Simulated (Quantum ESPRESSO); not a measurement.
# BaCoSO: parallel and opposed starts, part 2 of 2

A self-consistent run ends on one state, which hangs on the start. Several orders of BaCoSO are started in Quantum ESPRESSO and their energies compared.

Quantum ESPRESSO 7.5; PBEsol with U = 3.5 eV on Co d (ortho-atomic projectors); plane waves with GBRV 1.5 PBEsol potentials, no spin-orbit coupling.

So far: Set-up; Start 1: ferro ++.

## 3. Start 2: antiferro +−

Input file pw.in:

```
&CONTROL
  calculation = 'scf'
  prefix = 'pwscf'
  outdir = './tmp'
  pseudo_dir = './pseudo'
  disk_io = 'nowf'
/
&SYSTEM
  ibrav = 0
  nat = 8
  ntyp = 5
  ecutwfc = 40
  ecutrho = 280
  nbnd = 51
  occupations = 'smearing'
  smearing = 'fd'
  degauss = 0.00367493
  nspin = 2
  starting_magnetization(1) = 0
  starting_magnetization(2) = 0.1765
  starting_magnetization(3) = -0.1765
  starting_magnetization(4) = 0
  starting_magnetization(5) = 0
/
&ELECTRONS
  conv_thr = 1.6d-08
  electron_maxstep = 150
  mixing_beta = 0.3
/
ATOMIC_SPECIES
Ba    137.3270 ba_pbesol_v1.uspp.F.UPF
Co1    58.9332 co_pbesol_v1.2.uspp.F.UPF
Co2    58.9332 co_pbesol_v1.2.uspp.F.UPF
S      32.0600 s_pbesol_v1.4.uspp.F.UPF
O      15.9990 o_pbesol_v1.2.uspp.F.UPF
CELL_PARAMETERS angstrom
   2.0177100000   -6.4568970000    0.0000000000
   2.0177100000    6.4568970000    0.0000000000
   0.0000000000    0.0000000000    6.1795440000
ATOMIC_POSITIONS crystal
Ba      0.6136220000    0.3863780000    0.2500000000
Ba      0.3863780000    0.6136220000    0.7500000000
Co1     0.9056390000    0.0943610000    0.2500000000
Co2     0.0943610000    0.9056390000    0.7500000000
S       0.3095670000    0.6904330000    0.2500000000
S       0.6904330000    0.3095670000    0.7500000000
O       0.0000000000    0.0000000000    0.5000000000
O       0.0000000000    0.0000000000    0.0000000000
K_POINTS automatic
6 6 6 0 0 0
HUBBARD {ortho-atomic}
U Co1-3d 3.5000
U Co2-3d 3.5000
```

Launch:

```console
$ OMP_NUM_THREADS=1 mpirun -n 4 pw.x -nk 4 -in pw.in > pw.out
```

The log of the run:

```text
[banner, memory and clock lines left out]
Program PWSCF v.7.5 starts

     Message from routine setup:
     using ibrav=0 with symmetry is DISCOURAGED, use correct ibrav instead

     bravais-lattice index     =            0
     lattice parameter (alat)  =      12.7836  a.u.
     unit-cell volume          =    1086.5898 (a.u.)^3
     number of atoms/cell      =            8
     number of atomic types    =            5
     number of electrons       =        78.00
     number of Kohn-Sham states=           51
     kinetic-energy cutoff     =      40.0000  Ry
     charge density cutoff     =     280.0000  Ry
     scf convergence threshold =      1.6E-08
     mixing beta               =       0.3000
     number of iterations used =            8  plain     mixing
     Exchange-correlation= SLA  PW   PSX  PSC
                           (   1   4  10   8   0   0   0)
     Hubbard projectors: ortho-atomic
     Hubbard parameters of DFT+U (Dudarev formulation) in eV:
     U(Co1-3d) =  3.5000
     U(Co2-3d) =  3.5000

     Internal variables: lda_plus_u =T, lda_plus_u_kind = 0

     Internal variables: orbital_resolved =F, hub_pot_fix =F, apply_U = F

     celldm(1)=  12.783641  celldm(2)=   0.000000  celldm(3)=   0.000000
     celldm(4)=   0.000000  celldm(5)=   0.000000  celldm(6)=   0.000000

     crystal axes: (cart. coord. in units of alat)
               a(1) = (   0.298266  -0.954483   0.000000 )
               a(2) = (   0.298266   0.954483   0.000000 )
               a(3) = (   0.000000   0.000000   0.913484 )

     reciprocal axes: (cart. coord. in units 2 pi/alat)
               b(1) = (  1.676359 -0.523844  0.000000 )
               b(2) = (  1.676359  0.523844 -0.000000 )
               b(3) = ( -0.000000  0.000000  1.094710 )

     PseudoPot. # 1 for Ba read from file:
     ba_pbesol_v1.uspp.F.UPF
     Pseudo is Ultrasoft + core correction, Zval = 10.0

     PseudoPot. # 2 for Co read from file:
     co_pbesol_v1.2.uspp.F.UPF
     Pseudo is Ultrasoft + core correction, Zval = 17.0

     PseudoPot. # 3 for Co read from file:
     co_pbesol_v1.2.uspp.F.UPF
     Pseudo is Ultrasoft + core correction, Zval = 17.0

     PseudoPot. # 4 for S  read from file:
     s_pbesol_v1.4.uspp.F.UPF
     Pseudo is Ultrasoft + core correction, Zval =  6.0

     PseudoPot. # 5 for O  read from file:
     o_pbesol_v1.2.uspp.F.UPF
     Pseudo is Ultrasoft + core correction, Zval =  6.0

     atomic species   valence    mass     pseudopotential
     Ba               10.00   137.32700     Ba( 1.00)
     Co1              17.00    58.93320     Co( 1.00)
     Co2              17.00    58.93320     Co( 1.00)
     S                 6.00    32.06000     S ( 1.00)
     O                 6.00    15.99900     O ( 1.00)

     Starting magnetic structure
     atomic species   magnetization
     Ba              0.000
     Co1             0.176
     Co2            -0.176
     S               0.000
     O               0.000

      4 Sym. Ops. (no inversion) found ( 2 have fractional translation)

   Cartesian axes

     site n.     atom                  positions (alat units)
         1        Ba     tau(   1) = (   0.2982655  -0.2169005   0.2283709  )
         2        Ba     tau(   2) = (   0.2982655   0.2169005   0.6851127  )
         3        Co1    tau(   3) = (   0.2982655  -0.7743510   0.2283709  )
         4        Co2    tau(   4) = (   0.2982655   0.7743510   0.6851127  )
         5        S      tau(   5) = (   0.2982655   0.3635301   0.2283709  )
         6        S      tau(   6) = (   0.2982655  -0.3635301   0.6851127  )
         7        O      tau(   7) = (   0.0000000   0.0000000   0.4567418  )
         8        O      tau(   8) = (   0.0000000   0.0000000   0.0000000  )

     number of k points=    52  Fermi-Dirac smearing, width (Ry)=  0.0037
                       cart. coord. in units 2pi/alat
        k(    1) = (   0.0000000   0.0000000   0.0000000), wk =   0.0046296
        k(    2) = (   0.0000000   0.0000000   0.1824517), wk =   0.0092593
        k(    3) = (   0.0000000   0.0000000   0.3649035), wk =   0.0092593
        k(    4) = (   0.0000000   0.0000000  -0.5473552), wk =   0.0046296
        k(    5) = (   0.2793931   0.0873073   0.0000000), wk =   0.0185185
        [... 47 further k-points ...]

     Dense  grid:    85979 G-vectors     FFT dimensions: (  72,  72,  64)

     Smooth grid:    37137 G-vectors     FFT dimensions: (  54,  54,  48)

     Check: negative core charge=   -0.000013
     Generating pointlists ...
     new r_m :   0.1789 (alat units)  2.2874 (a.u.) for type    1
     new r_m :   0.1200 (alat units)  1.5338 (a.u.) for type    2
     new r_m :   0.1200 (alat units)  1.5338 (a.u.) for type    3
     new r_m :   0.1444 (alat units)  1.8464 (a.u.) for type    4
     new r_m :   0.1200 (alat units)  1.5338 (a.u.) for type    5

     Initial potential from superposition of free atoms

     starting charge      75.9723, renormalised to      78.0000

     negative rho (up, down):  9.870E-02 9.870E-02

     STARTING HUBBARD OCCUPATIONS:

     =================== HUBBARD OCCUPATIONS ===================
     ------------------------ ATOM    3 ------------------------
     Tr[ns(  3)] (up, down, total) =   5.00000  2.00000  7.00000
     Atomic magnetic moment for atom   3 =   3.00000
     [... lines left out ...]
     ------------------------ ATOM    4 ------------------------
     Tr[ns(  4)] (up, down, total) =   2.00000  5.00000  7.00000
     Atomic magnetic moment for atom   4 =  -3.00000
     [... lines left out ...]
     Number of occupied Hubbard levels =   14.0000

     Atomic wfc used for Hubbard projectors are orthogonalized

     Starting wfcs are   68 randomized atomic wfcs

     Self-consistent Calculation

     iteration #  1     ecut=    40.00 Ry     beta= 0.30
     Davidson diagonalization with overlap
     ethr =  1.00E-02,  avg # of iterations =  2.8

     =================== HUBBARD OCCUPATIONS ===================
     ------------------------ ATOM    3 ------------------------
     Tr[ns(  3)] (up, down, total) =   4.64249  0.63590  5.27839
     Atomic magnetic moment for atom   3 =   4.00660
     [... lines left out ...]
     ------------------------ ATOM    4 ------------------------
     Tr[ns(  4)] (up, down, total) =   0.63703  4.64256  5.27959
     Atomic magnetic moment for atom   4 =  -4.00552
     [... lines left out ...]
     Number of occupied Hubbard levels =   10.5580

     negative rho (up, down):  9.324E-02 9.324E-02

     total energy              =    -845.94507746 Ry
     estimated scf accuracy    <      10.39611761 Ry

     total magnetization       =     0.00 Bohr mag/cell
     absolute magnetization    =     8.51 Bohr mag/cell

     iteration #  2     ecut=    40.00 Ry     beta= 0.30
     Davidson diagonalization with overlap
     ethr =  1.00E-02,  avg # of iterations =  3.6

     negative rho (up, down):  9.241E-02 9.241E-02

     total energy              =    -847.56826936 Ry
     estimated scf accuracy    <      22.41718162 Ry

     total magnetization       =    -0.00 Bohr mag/cell
     absolute magnetization    =     0.85 Bohr mag/cell

     [... further iterations left out ...]

     iteration # 55     ecut=    40.00 Ry     beta= 0.30
     Davidson diagonalization with overlap
     ethr =  2.57E-10,  avg # of iterations =  1.6

     negative rho (up, down):  8.833E-02 8.833E-02

     total energy              =    -849.64115620 Ry
     estimated scf accuracy    <       0.00000010 Ry

     total magnetization       =    -0.00 Bohr mag/cell
     absolute magnetization    =     5.50 Bohr mag/cell

     iteration # 56     ecut=    40.00 Ry     beta= 0.30
     Davidson diagonalization with overlap
     ethr =  1.30E-10,  avg # of iterations =  1.0

     negative rho (up, down):  8.833E-02 8.833E-02

     Magnetic moment per site  (integrated on atomic sphere of radius R)
     atom   1 (R=0.179)  charge=  7.0442  magn=  0.0027
     atom   2 (R=0.179)  charge=  7.0442  magn= -0.0027
     atom   3 (R=0.120)  charge= 14.2529  magn=  2.2697
     atom   4 (R=0.120)  charge= 14.2528  magn= -2.2702
     atom   5 (R=0.144)  charge=  3.9865  magn=  0.0993
     atom   6 (R=0.144)  charge=  3.9865  magn= -0.0994
     atom   7 (R=0.120)  charge=  5.3228  magn= -0.0002
     atom   8 (R=0.120)  charge=  5.3228  magn= -0.0002

     End of self-consistent calculation

     =================== HUBBARD OCCUPATIONS ===================
     ------------------------ ATOM    3 ------------------------
     Tr[ns(  3)] (up, down, total) =   4.91115  2.47581  7.38696
     Atomic magnetic moment for atom   3 =   2.43534
     [... lines left out ...]
     ------------------------ ATOM    4 ------------------------
     Tr[ns(  4)] (up, down, total) =   2.47544  4.91125  7.38669
     Atomic magnetic moment for atom   4 =  -2.43581
     [... lines left out ...]
     Number of occupied Hubbard levels =   14.7736

     Number of k-points >= 100: set verbosity='high' to print the bands.

     the Fermi energy is     9.1030 ev

!    total energy              =    -849.64115621 Ry
     estimated scf accuracy    <       0.00000001 Ry
     smearing contrib. (-TS)   =      -0.00408860 Ry
     internal energy E=F+TS    =    -849.63706761 Ry

     The total energy is F=E-TS. E is the sum of the following terms:
     one-electron contribution =    -609.56698475 Ry
     hartree contribution      =     339.29995272 Ry
     xc contribution           =    -151.07373334 Ry
     ewald contribution        =    -428.49799722 Ry
     Hubbard energy            =       0.20169498 Ry

     total magnetization       =    -0.00 Bohr mag/cell
     absolute magnetization    =     5.50 Bohr mag/cell

     convergence has been achieved in  56 iterations
```

The job ended after 17 min (4 MPI ranks of Arm Neoverse V1, shared host; peak memory 1.6 GiB; 66 min of CPU time).

Spin moment in the atom's sphere by atom:

| atom | spin moment in the atom's sphere (μB) |
| --- | --- |
| Ba1 | 0.00 |
| Ba2 | 0.00 |
| Co3 | 2.27 |
| Co4 | -2.27 |
| S5 | 0.10 |
| S6 | -0.10 |
| O7 | 0.00 |
| O8 | 0.00 |

Read from the output:

| Quantity | Value |
| --- | --- |
| smearing term TS | 0.05563 eV |
| magnetization | 0 μB |
| absolute magnetization | 5.495 μB |
| final state | antiferromagnetic |

Spin density in the bc plane of the conventional cell at fractional x = 0.000, with atoms of Ba and Co and S and O within 0.2 Å of it.

Ten even steps from '0' (-5.1 e/Å³) to '9' (6.8 e/Å³), each cell a mean:
```
444444444444444444444444444444444444
444444444444444444444444444444444444
444444444444444444444444444444433344
444444444444444444444444444444430134
444444444444444444444444444444430034
444444444444444444444444444444433344
444444444444444444444444444444444444
444444444444444444444444444444444444
444444444444444444444444444444444444
444444444444444444444444444444444444
444444444444444444444444444444444444
445654444444444444444444444444444444
445964444444444444444444444444444444
445764444444444444444444444444444444
444444444444444444444444444444444444
444444444444444444444444444444444444
444444444444444444444444444444444444
```
Columns run along b (12.9 Å), rows up along c (6.2 Å), edges of the conventional cell, whose origin can differ from the input's. Atoms in or near the plane, at fractional coordinates: Ba at (0.39, 0.25), Ba at (0.61, 0.75), Co at (0.09, 0.25), Co at (0.91, 0.75), S at (0.69, 0.25), S at (0.31, 0.75), O at (0.00, 0.50), O at (0.00, 0.00).

Valence density in the bc plane of the conventional cell at fractional x = 0.000, with atoms of Ba and Co and S and O within 0.2 Å of it. It is the smooth field of the valence electrons, not physical close to the nuclei.

Ten steps, logarithmic in the rise over the least value, from '0' (-1 e/Å³) to '9' (41 e/Å³), each cell a mean:
```
643222222222222222222222222222222345
433222222333332222223333322222223334
322222223333332222233434322222346533
222222223333333222234213332222369853
222222223333333222234213332222369853
322222223333332222233434322222346533
432222222333332222223333322222223334
643222222222222222222232222222222345
653222222222222222222222222222222346
543322222222333322222222332222222234
333433222223344332222233333322222233
336864222223433432222233333322222222
248985322223310333222233333322222222
336874222223433433222233333322222222
333433222223344332222233333322222223
543322222222333322222222332222222234
653222222222222222222222222222222346
```
Columns run along b (12.9 Å), rows up along c (6.2 Å), edges of the conventional cell, whose origin can differ from the input's. Atoms in or near the plane, at fractional coordinates: Ba at (0.39, 0.25), Ba at (0.61, 0.75), Co at (0.09, 0.25), Co at (0.91, 0.75), S at (0.69, 0.25), S at (0.31, 0.75), O at (0.00, 0.50), O at (0.00, 0.00).

## 4. Ranking

An order is kept where moments of 0.15 μB or more survive with the typed signs; meshes match where a doubled cell samples the same k points as the first cell.

Orders:

| start | final state | typed order kept | energy over the lowest (meV a seeded atom) | largest site moment (μB) | net moment (μB a cell of the first run) | mesh matched | CPU time (s) |
| --- | --- | --- | --- | --- | --- | --- | --- |
| ferro ++ | ferromagnetic | yes | 0 | 2.402 | 6 | yes | 1663 |
| antiferro +- | antiferromagnetic | yes | 614.8 | 2.27 | 0.001013 | yes | 3963 |

## 5. Fillings of the first corrected shells

| start | type | spin | occupation numbers |
| --- | --- | --- | --- |
| ferro ++ | Co | up | 0.982 0.983 0.986 0.993 0.994 |
| ferro ++ | Co | down | 0.137 0.141 0.143 0.968 0.976 |
| ferro ++ | Co | up | 0.982 0.983 0.986 0.993 0.994 |
| ferro ++ | Co | down | 0.137 0.141 0.143 0.968 0.976 |
| antiferro +- | Co1 | up | 0.975 0.975 0.980 0.989 0.992 |
| antiferro +- | Co1 | down | 0.140 0.156 0.428 0.784 0.968 |
| antiferro +- | Co2 | up | 0.140 0.156 0.428 0.784 0.968 |
| antiferro +- | Co2 | down | 0.975 0.975 0.980 0.989 0.992 |

## 6. What came out

```yaml
moments_largest_by_run: 2.40, 2.27 μB
spread_of_the_energies_of_the_runs_with_moments: 615 meV a seeded atom
```

In words: Under a U these runs seem to end in unlike orbital states: the fillings of their corrected shells differ, or their energies lie too far apart for exchange alone. The differences are then no exchange energies, and the ranking says little of the magnetic order. Seeding all runs from one set of occupation matrices is the usual remedy.

[Logs and program files are shortened in this print: banners, set-up blocks, solver, clock and traceback lines can be left out without a mark of their own.]

[Logs are printed without paths, hosts, clocks, repeated set-up lines and the standing remarks that a program may print on its own settings, such as how far it seeks lower states.]

[Hosts, paths, dates, database ids (printed as entryN), source tags and the programs' standing remarks are cut or masked in the printed files.]

[Where a cell is said to come from a database of computed structures, the database is the Materials Project.]
